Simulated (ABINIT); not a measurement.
**Quasiparticle gap of CsSnI3 (Pm-3m) in ABINIT**

How does a plane-wave GW calculation on CsSnI3 (Pm-3m) run from the first input to the gap?

Program: ABINIT 10.8.3. Level of theory: PBE and many-body steps on it, plane waves. Results are calculated unless marked as measured.

## 1. Set-up

Symmetry: Pm-3m, No. 221, cubic system. The conventional cell has a = 6.286 Å, b = 6.286 Å, c = 6.286 Å, α = 90.00°, β = 90.00°, γ = 90.00°. Nearest to Cs lie 12 I at 4.45 Å. Nearest to Sn lie 6 I at 3.14 Å. Nearest to I lie 2 Sn at 3.14 Å and 4 Cs at 4.45 Å. Farther neighbours and most contacts between anions are not listed.

The cell and positions are those that the Materials Project relaxed with its own functionals (PBE, PBE+U or r2SCAN), kept fixed. Spin-orbit coupling is left out unless a step names it.

## 2. Ground state

This step: ABINIT 10.8.3; DFT, PBE, plane waves, norm-conserving pseudopotentials.

The ground-state density comes first.

run.abi reads:

```
acell 3*1.0 Angstrom
rprim 
  6.286228000000 0.000000000000 0.000000000000
  0.000000000000 6.286228000000 0.000000000000
  0.000000000000 0.000000000000 6.286228000000
ntypat 3
znucl 55 50 53
natom 5
typat 1 2 3 3 3
xred 
  0.500000000000 0.500000000000 0.500000000000
  0.000000000000 0.000000000000 0.000000000000
  0.500000000000 0.000000000000 0.000000000000
  0.000000000000 0.000000000000 0.500000000000
  0.000000000000 0.500000000000 0.000000000000
pp_dirpath "pseudos"
pseudos "Cs.upf, Sn.upf, I.upf"
ecut 38
ngkpt 4 4 4
nshiftk 1
shiftk 0 0 0
kptopt 1
chksymbreak 0
nband 59
occopt 1
tolvrs 1e-10
nstep 60
prtwf 0
optforces 0
optstress 0
indata_prefix "in"
outdata_prefix "out"
tmpdata_prefix "tmp"
```

On the command line:

```
$ OMP_NUM_THREADS=1 mpirun -n 4 abinit run.abi > log
```

Numbers of over 12 decimals in the logs are rounded to 6 here.

Log:

```text
.Version 10.8.3 of ABINIT. v10.8.2 released Aug 2026.

 Symmetries : space group Pm -3 m (#221); Bravais cP (primitive cubic)
================================================================================
 Values of the parameters that define the memory need of the present run
     intxc =       0    ionmov =       0      iscf =       7    lmnmax =       8
     lnmax =       8     mgfft =      72  mpssoang =       4    mqgrid =    3297
     natom =       5  nloc_mem =       1    nspden =       1   nspinor =       1
    nsppol =       1      nsym =      48    n1xccc =    2501    ntypat =       3
    occopt =       1   xclevel =       2
-    mband =          59        mffmem =           1         mkmem =           3
       mpw =       18821          nfft =      373248          nkpt =          10
================================================================================
  Rough estimation (10% accuracy) of disk space for files :
================================================================================

--------------------------------------------------------------------------------
------------- Echo of variables that govern the present computation ------------
--------------------------------------------------------------------------------
 -outvars: echo values of preprocessed input variables --------
            acell      1.8897261259E+00  1.8897261259E+00  1.8897261259E+00 Bohr

      chksymbreak           0
             ecut      3.80000000E+01 Hartree
-          fftalg         312

              ixc     -101130
              kpt      0.00000000E+00  0.00000000E+00  0.00000000E+00
                       2.50000000E-01  0.00000000E+00  0.00000000E+00
                       5.00000000E-01  0.00000000E+00  0.00000000E+00
                       2.50000000E-01  2.50000000E-01  0.00000000E+00
                       5.00000000E-01  2.50000000E-01  0.00000000E+00
                       5.00000000E-01  5.00000000E-01  0.00000000E+00
                       2.50000000E-01  2.50000000E-01  2.50000000E-01
                       5.00000000E-01  2.50000000E-01  2.50000000E-01
                       5.00000000E-01  5.00000000E-01  2.50000000E-01
                       5.00000000E-01  5.00000000E-01  5.00000000E-01
         kptrlatt        4    0    0      0    4    0      0    0    4
          kptrlen      4.75169971E+01
P           mkmem           3
            natom           5
            nband          59
            ngfft          72      72      72
             nkpt          10
            nstep          60
             nsym          48
           ntypat           3
              occ      2.000000  2.000000  2.000000  2.000000  2.000000  2.000000
                       2.000000  2.000000  2.000000  2.000000  2.000000  2.000000
                       2.000000  2.000000  2.000000  2.000000  2.000000  2.000000
                       2.000000  2.000000  2.000000  2.000000  2.000000  2.000000
                       2.000000  2.000000  2.000000  2.000000  2.000000  2.000000
                       2.000000  2.000000  2.000000  2.000000  2.000000  2.000000
                       2.000000  2.000000  2.000000  2.000000  2.000000  2.000000
                       2.000000  2.000000  2.000000  2.000000  2.000000  2.000000
                       2.000000  2.000000  2.000000  2.000000  2.000000  0.000000
                       0.000000  0.000000  0.000000  0.000000  0.000000
        optforces           0
        optstress           0
            prtwf           0
            rprim      6.2862280000E+00  0.0000000000E+00  0.0000000000E+00
                       0.0000000000E+00  6.2862280000E+00  0.0000000000E+00
[...]
spgroup         221

           tolvrs      1.00000000E-10

             xred      5.0000000000E-01  5.0000000000E-01  5.0000000000E-01
[...]
znucl       55.00000   50.00000   53.00000

================================================================================

 chkinp: Checking input parameters for consistency.

================================================================================
== DATASET  1 ==================================================================
-   mpi_nproc: 4, omp_nthreads: 1 (-1 if OMP is not activated)

--- !DatasetInfo
iteration_state: {dtset: 1, }
dimensions: {natom: 5, nkpt: 10, mband: 59, nsppol: 1, nspinor: 1, nspden: 1, mpw: 18821, }
cutoff_energies: {ecut:  38.0, pawecutdg:  -1.0, }
electrons: {nelect:   1.06000000E+02, charge:   0.00000000E+00, occopt:   1.00000000E+00, tsmear:   1.00000000E-02, }

 Real(R)+Recip(G) space primitive vectors, cartesian coordinates (Bohr,Bohr^-1):
 R(1)= 11.8792493  0.0000000  0.0000000  G(1)=  0.0841804  0.0000000  0.0000000
 R(2)=  0.0000000 11.8792493  0.0000000  G(2)=  0.0000000  0.0841804  0.0000000
 R(3)=  0.0000000  0.0000000 11.8792493  G(3)=  0.0000000  0.0000000  0.0841804
 Unit cell volume ucvol=  1.6763588E+03 bohr^3
 Angles (23,13,12)=  9.00000000E+01  9.00000000E+01  9.00000000E+01 degrees

 getcut: wavevector=  0.0000  0.0000  0.0000  ngfft=  72  72  72
         ecut(hartree)=     38.000   => boxcut(ratio)=   2.18417

--- Pseudopotential description ------------------------------------------------
- Cs Generated using ONCVPSP code by D. R. Hamann
- 55.00000   9.00000  171031                  znucl, zion, pspdat
[...]
nproj     2     2     2     0
  pspatm : epsatm=   27.31087254
         --- l  ekb(1:nproj) -->
[...]
pspatm: atomic psp has been read  and splines computed

- I Generated using ONCVPSP code by D. R. Hamann
- 53.00000  25.00000  220131                  znucl, zion, pspdat
12 -101130 3 -1 1188                          pspcod,pspxc,lmax,lloc,mmax
     nproj     2     2     2     2
  pspatm : epsatm=   25.72445091
         --- l  ekb(1:nproj) -->
[...]
pspatm: atomic psp has been read  and splines computed

   1.34938913E+04                                ecore*ucvol(ha*bohr**3)
--------------------------------------------------------------------------------

_setup2: Arith. and geom. avg. npw (full set) are   18763.109   18763.076

================================================================================

--- !BeginCycle
iteration_state: {dtset: 1, }
solver: {iscf: 7, nstep: 60, nline: 4, wfoptalg: 0, }
tolerances: {tolvrs: 1.00E-10, }

     iter   Etot(hartree)      deltaE(h)  residm     vres2
 ETOT  1  -1177.8843633085    -1.178E+03 1.248E+00 2.079E+03
 ETOT  2  -1182.9492740837    -5.065E+00 8.004E-03 1.104E+03
 ETOT  3  -1183.0918070105    -1.425E-01 4.372E-03 2.903E+02
 ETOT  4  -1183.1048044187    -1.300E-02 2.450E-03 1.069E+02
 ETOT  5  -1183.1109860572    -6.182E-03 1.451E-03 2.632E+01
 ETOT  6  -1183.1119157257    -9.297E-04 5.970E-04 3.293E+00
 ETOT  7  -1183.1119828778    -6.715E-05 7.539E-04 3.674E-01
 ETOT  8  -1183.1119940682    -1.119E-05 1.225E-03 7.086E-02
 ETOT  9  -1183.1119972650    -3.197E-06 4.952E-04 5.013E-03
 ETOT 10  -1183.1119974858    -2.208E-07 3.494E-04 1.158E-04
 ETOT 11  -1183.1119974912    -5.411E-09 9.698E-05 4.846E-06
 ETOT 12  -1183.1119974918    -6.307E-10 5.398E-05 8.649E-07
 ETOT 13  -1183.1119974918     3.115E-11 1.771E-05 3.790E-08
 ETOT 14  -1183.1119974922    -3.931E-10 9.806E-06 8.406E-10
 ETOT 15  -1183.1119974919     3.063E-10 4.595E-06 2.240E-10
 ETOT 16  -1183.1119974917     1.921E-10 8.360E-06 8.151E-11

 At SCF step   16       vres2   =  8.15E-11 < tolvrs=  1.00E-10 =>converged.

--- !ResultsGS
iteration_state: {dtset: 1, }
comment   : Summary of ground state results
lattice_vectors:
- [ 11.8792493,   0.0000000,   0.0000000, ]
- [  0.0000000,  11.8792493,   0.0000000, ]
- [  0.0000000,   0.0000000,  11.8792493, ]
lattice_lengths: [  11.87925,   11.87925,   11.87925, ]
lattice_angles: [ 90.000,  90.000,  90.000, ] # degrees, (23, 13, 12)
lattice_volume:   1.6763588E+03
convergence: {deltae:  1.921E-10, res2:  8.151E-11, residm:  8.360E-06, diffor:  0.000E+00, }
etotal    :  -1.18311200E+03
entropy   :   0.00000000E+00
fermie    :   1.28351261E-01
cartesian_stress_tensor: null
pressure_GPa: null
xred      :
- [  5.0000E-01,   5.0000E-01,   5.0000E-01, Cs]
- [  0.0000E+00,   0.0000E+00,   0.0000E+00, Sn]
- [  5.0000E-01,   0.0000E+00,   0.0000E+00,  I]
- [  0.0000E+00,   0.0000E+00,   5.0000E-01,  I]
- [  0.0000E+00,   5.0000E-01,   0.0000E+00,  I]
cartesian_forces: null
force_length_stats: {min: null, max: null, mean: null, }

 Integrated electronic density in atomic spheres:
 ------------------------------------------------
 Atom  Sphere_radius  Integrated_density
[...]
================================================================================

 ----iterations are completed or convergence reached----

 Mean square residual over all n,k,spin=   22.062E-09; max=  83.601E-07
 reduced coordinates (array xred) for    5 atoms
[...]
0.000000000000      0.000000000000      0.000000000000
       0.500000000000      0.000000000000      0.000000000000
       0.000000000000      0.000000000000      0.500000000000
       0.000000000000      0.500000000000      0.000000000000
 rms dE/dt=  0.0000E+00; max dE/dt=  0.0000E+00; dE/dt below (all hartree)
    1       0.000000000000      0.000000000000      0.000000000000
    2       0.000000000000      0.000000000000      0.000000000000
    3       0.000000000000      0.000000000000      0.000000000000
    4       0.000000000000      0.000000000000      0.000000000000
    5       0.000000000000      0.000000000000      0.000000000000

 cartesian coordinates (angstrom) at end:
    1      3.143114     3.143114     3.143114
    2      0.000000     0.000000     0.000000
    3      3.143114     0.000000     0.000000
    4      0.000000     0.000000     3.143114
    5      0.000000     3.143114     0.000000
 length scales=  1.889726125908  1.889726125908  1.889726125908 bohr
              =  1.000000000000  1.000000000000  1.000000000000 angstroms
 prteigrs : about to open file out_EIG
 Fermi (or HOMO) energy (hartree) =   0.12835   Average Vxc (hartree)=  -0.28240
 Eigenvalues (hartree) for nkpt=  10  k points:
 kpt#   1, nband= 59, wtk=  0.01563, kpt=  0.0000  0.0000  0.0000 (reduced coord)
  -6.32304   -6.32304   -6.32304   -4.65407   -4.37268   -4.37268   -4.37268   -4.36883
  -4.36883   -4.36883   -4.36883   -4.36883   -4.36883   -3.02849   -3.02849   -3.02849
  -1.52069   -1.52037   -1.52037   -1.51937   -1.51937   -1.51937   -1.51925   -1.51925
  -1.51925   -1.51613   -1.51592   -1.51592   -1.51592   -1.51570   -1.51570   -0.68580
  -0.68136   -0.68136   -0.68086   -0.68086   -0.68086   -0.34801   -0.32445   -0.32445
  -0.19994   -0.19994   -0.19994   -0.09714   -0.03219   -0.03219   -0.03219    0.05156
   0.05156    0.05156    0.05667    0.05667    0.05667    0.21530    0.25231    0.25231
   0.26490    0.26490    0.26490
 prteigrs : prtvol=0 or 1, do not print more k-points.

--- !EnergyTerms
iteration_state     : {dtset: 1, }
comment             : Components of total free energy in Hartree
kinetic             :  3.97871112871272E+02
hartree             :  5.18300786564932E+02
xc                  : -1.52819764325308E+02
Ewald energy        : -4.43126019946556E+02
psp_core            :  8.04952433837377E+00
local_psp           : -1.48947106951654E+03
non_local_psp       : -2.19165674778702E+01
total_energy        : -1.18311199749170E+03
total_energy_eV     : -3.21941175360007E+04
band_energy         : -2.00633296306141E+02

== END DATASET(S) ==============================================================
================================================================================

 -outvars: echo values of variables after computation  --------
           etotal     -1.1831119975E+03
            nband          59
             nkpt          10
          spgroup         221
 [... the other variables as echoed above ...]

 Calculation completed.
```

Run time: 10 min. Hardware: 4 MPI ranks of Intel Xeon Platinum 8259CL at 2.50GHz (Skylake/Cascade Lake), shared host; peak memory 0.83 GiB.

This step gave:

```
total energy               : -32194.1175 eV
gap                        : 0.4814 eV
k of the valence top       : 0.5, 0.5, 0.5
k of the conduction bottom : 0.5, 0.5, 0.5
least direct gap           : 0.4814 eV
```

The gap is direct, at (0.500, 0.500, 0.500).

## 3. Empty states on the mesh, 2×2×2 mesh, 389 bands

The sums over transitions need many empty states on a uniform mesh; this step solves for them.

Changes to run.abi since step 2:

```diff
@@ -18,3 +18,3 @@
 ecut 38
-ngkpt 4 4 4
+ngkpt 2 2 2
 nshiftk 1
@@ -23,9 +23,10 @@
 chksymbreak 0
-nband 59
-occopt 1
-tolvrs 1e-10
+iscf -2
+irdden 1
+istwfk *1
+nband 389
+nbdbuf 34
+tolwfr 1e-09
 nstep 60
-prtwf 0
-optforces 0
-optstress 0
+prtvol 0
 indata_prefix "in"
```

Log:

```text
.Version 10.8.3 of ABINIT. v10.8.2 released Aug 2026.

 Symmetries : space group Pm -3 m (#221); Bravais cP (primitive cubic)
[... echo of the input left out ...]
== DATASET  1 ==================================================================
-   mpi_nproc: 4, omp_nthreads: 1 (-1 if OMP is not activated)

--- !DatasetInfo
iteration_state: {dtset: 1, }
dimensions: {natom: 5, nkpt: 4, mband: 389, nsppol: 1, nspinor: 1, nspden: 1, mpw: 18805, }
cutoff_energies: {ecut:  38.0, pawecutdg:  -1.0, }
electrons: {nelect:   1.06000000E+02, charge:   0.00000000E+00, occopt:   1.00000000E+00, tsmear:   1.00000000E-02, }

 Real(R)+Recip(G) space primitive vectors, cartesian coordinates (Bohr,Bohr^-1):
 R(1)= 11.8792493  0.0000000  0.0000000  G(1)=  0.0841804  0.0000000  0.0000000
 R(2)=  0.0000000 11.8792493  0.0000000  G(2)=  0.0000000  0.0841804  0.0000000
 R(3)=  0.0000000  0.0000000 11.8792493  G(3)=  0.0000000  0.0000000  0.0841804
 Unit cell volume ucvol=  1.6763588E+03 bohr^3
 Angles (23,13,12)=  9.00000000E+01  9.00000000E+01  9.00000000E+01 degrees

 getcut: wavevector=  0.0000  0.0000  0.0000  ngfft=  72  72  72
         ecut(hartree)=     38.000   => boxcut(ratio)=   2.18417

--- Pseudopotential description ------------------------------------------------
- Cs Generated using ONCVPSP code by D. R. Hamann
- 55.00000   9.00000  171031                  znucl, zion, pspdat
12 -101130 3 -1 2414                          pspcod,pspxc,lmax,lloc,mmax
     nproj     2     2     2     2
  pspatm : epsatm=   22.81663564
         --- l  ekb(1:nproj) -->
             0    6.176104    0.756334
             1    6.263084    0.786397
             2    3.737592    0.906929
[...]
pspatm: atomic psp has been read  and splines computed

- Sn Generated using ONCVPSP code by D. R. Hamann
- 50.00000  22.00000  171031                  znucl, zion, pspdat
12 -101130 2 -1 1628                          pspcod,pspxc,lmax,lloc,mmax
     nproj     2     2     2     0
  pspatm : epsatm=   27.31087254
         --- l  ekb(1:nproj) -->
[...]
pspatm: atomic psp has been read  and splines computed

- I Generated using ONCVPSP code by D. R. Hamann
- 53.00000  25.00000  220131                  znucl, zion, pspdat
12 -101130 3 -1 1188                          pspcod,pspxc,lmax,lloc,mmax
     nproj     2     2     2     2
  pspatm : epsatm=   25.72445091
         --- l  ekb(1:nproj) -->
[...]
pspatm: atomic psp has been read  and splines computed

--------------------------------------------------------------------------------

================================================================================
 prteigrs : about to open file out_EIG
 Non-SCF case, kpt    1 (  0.00000  0.00000  0.00000), residuals and eigenvalues=
  4.28E-10  5.47E-10  4.79E-10  6.37E-10  4.53E-10  4.52E-10  4.28E-10  3.52E-10
  3.41E-10  5.70E-10  3.35E-10  3.58E-10  5.11E-10  2.29E-10  3.81E-10  9.21E-10
  1.64E-10  1.94E-10  1.54E-10  1.77E-10  1.71E-10  1.38E-10  2.35E-10  1.94E-10
[...]
2.22E-04  3.24E-06  2.42E-05  5.95E-04  2.51E-05
 -6.3230E+00 -6.3230E+00 -6.3230E+00 -4.6541E+00 -4.3727E+00 -4.3727E+00
 -4.3727E+00 -4.3688E+00 -4.3688E+00 -4.3688E+00 -4.3688E+00 -4.3688E+00
 -4.3688E+00 -3.0285E+00 -3.0285E+00 -3.0285E+00 -1.5207E+00 -1.5204E+00
[...]
2.3900E+00  2.4122E+00  2.4122E+00  2.4123E+00  2.4193E+00  2.4193E+00
  2.4194E+00  2.4252E+00  2.4252E+00  2.4253E+00  2.4253E+00  2.4254E+00
  2.4269E+00  2.4329E+00  2.4330E+00  2.4348E+00  2.4537E+00
 prteigrs : prtvol=0 or 1, do not print more k-points.

--- !ResultsGS
iteration_state: {dtset: 1, }
comment   : Summary of ground state results
lattice_vectors:
- [ 11.8792493,   0.0000000,   0.0000000, ]
- [  0.0000000,  11.8792493,   0.0000000, ]
- [  0.0000000,   0.0000000,  11.8792493, ]
lattice_lengths: [  11.87925,   11.87925,   11.87925, ]
lattice_angles: [ 90.000,  90.000,  90.000, ] # degrees, (23, 13, 12)
lattice_volume:   1.6763588E+03
convergence: {deltae:  0.000E+00, res2:  0.000E+00, residm:  9.974E-10, diffor:  0.000E+00, }
etotal    :  -1.18311200E+03
entropy   :   0.00000000E+00
fermie    :   1.28351261E-01
cartesian_stress_tensor: null
pressure_GPa: null
xred      :
- [  5.0000E-01,   5.0000E-01,   5.0000E-01, Cs]
- [  0.0000E+00,   0.0000E+00,   0.0000E+00, Sn]
- [  5.0000E-01,   0.0000E+00,   0.0000E+00,  I]
- [  0.0000E+00,   0.0000E+00,   5.0000E-01,  I]
- [  0.0000E+00,   5.0000E-01,   0.0000E+00,  I]
cartesian_forces: null
force_length_stats: {min: null, max: null, mean: null, }

 Integrated electronic density in atomic spheres:
 ------------------------------------------------
 Atom  Sphere_radius  Integrated_density
[...]
================================================================================

 ----iterations are completed or convergence reached----

 Mean square residual over all n,k,spin=   41.208E-11; max=  99.742E-11
 reduced coordinates (array xred) for    5 atoms
[...]
0.000000000000      0.000000000000      0.500000000000
       0.000000000000      0.500000000000      0.000000000000

 cartesian coordinates (angstrom) at end:
    1      3.143114     3.143114     3.143114
    2      0.000000     0.000000     0.000000
    3      3.143114     0.000000     0.000000
    4      0.000000     0.000000     3.143114
    5      0.000000     3.143114     0.000000
 length scales=  1.889726125908  1.889726125908  1.889726125908 bohr
              =  1.000000000000  1.000000000000  1.000000000000 angstroms
 prteigrs : about to open file out_EIG
 Eigenvalues (hartree) for nkpt=   4  k points:
 kpt#   1, nband=389, wtk=  0.12500, kpt=  0.0000  0.0000  0.0000 (reduced coord)
[...]
2.37694    2.37694    2.37694    2.38999    2.39000    2.41220    2.41220    2.41230
   2.41931    2.41932    2.41944    2.42515    2.42517    2.42526    2.42528    2.42537
   2.42689    2.43288    2.43303    2.43478    2.45370
 prteigrs : prtvol=0 or 1, do not print more k-points.

== END DATASET(S) ==============================================================
================================================================================

 -outvars: echo values of variables after computation  --------
            nband         389
             nkpt           4
          spgroup         221
 [... the other variables as echoed above ...]

 Calculation completed.
```

Elapsed: 20 min, on 4 MPI ranks; peak memory 1.1 GiB; 82 min of CPU time.

Numbers from this step:

| Quantity | Value |
| --- | --- |
| gap | 0.4814 eV |
| k of the valence top | 0.5, 0.5, 0.5 |
| k of the conduction bottom | 0.5, 0.5, 0.5 |
| least direct gap | 0.4814 eV |
| k points computed | 4 |
| lowest point of the top converged band, above the valence top | 58.2155 eV |

On this mesh the gap is 0.481 eV.

(Part 1 of 2 ends here.)

[Paths, hosts, dates, memory and timing lines, banners, echoed tables and standing remarks are left out of the program output.]

[Logs are printed without paths, hosts, clocks, repeated set-up lines and the standing remarks that a program may print on its own settings, such as how far it seeks lower states.]

[Runs of the session that timed out or met a known fault of the program may be left out.]

[Hosts, paths, dates, database ids (printed as entryN), source tags and the programs' standing remarks are cut or masked in the printed files.]

[G0W0 gaps are taken among the corrected bands and points alone; a level outside them can change the order at an edge.]

[Where Ansatz stands beside ABINIT at settings called matched, ABINIT's density can come from a denser mesh and the files from another edition; pairs whose starting gaps differed by over 0.03 eV were left out, so agreement reads better than it is.]
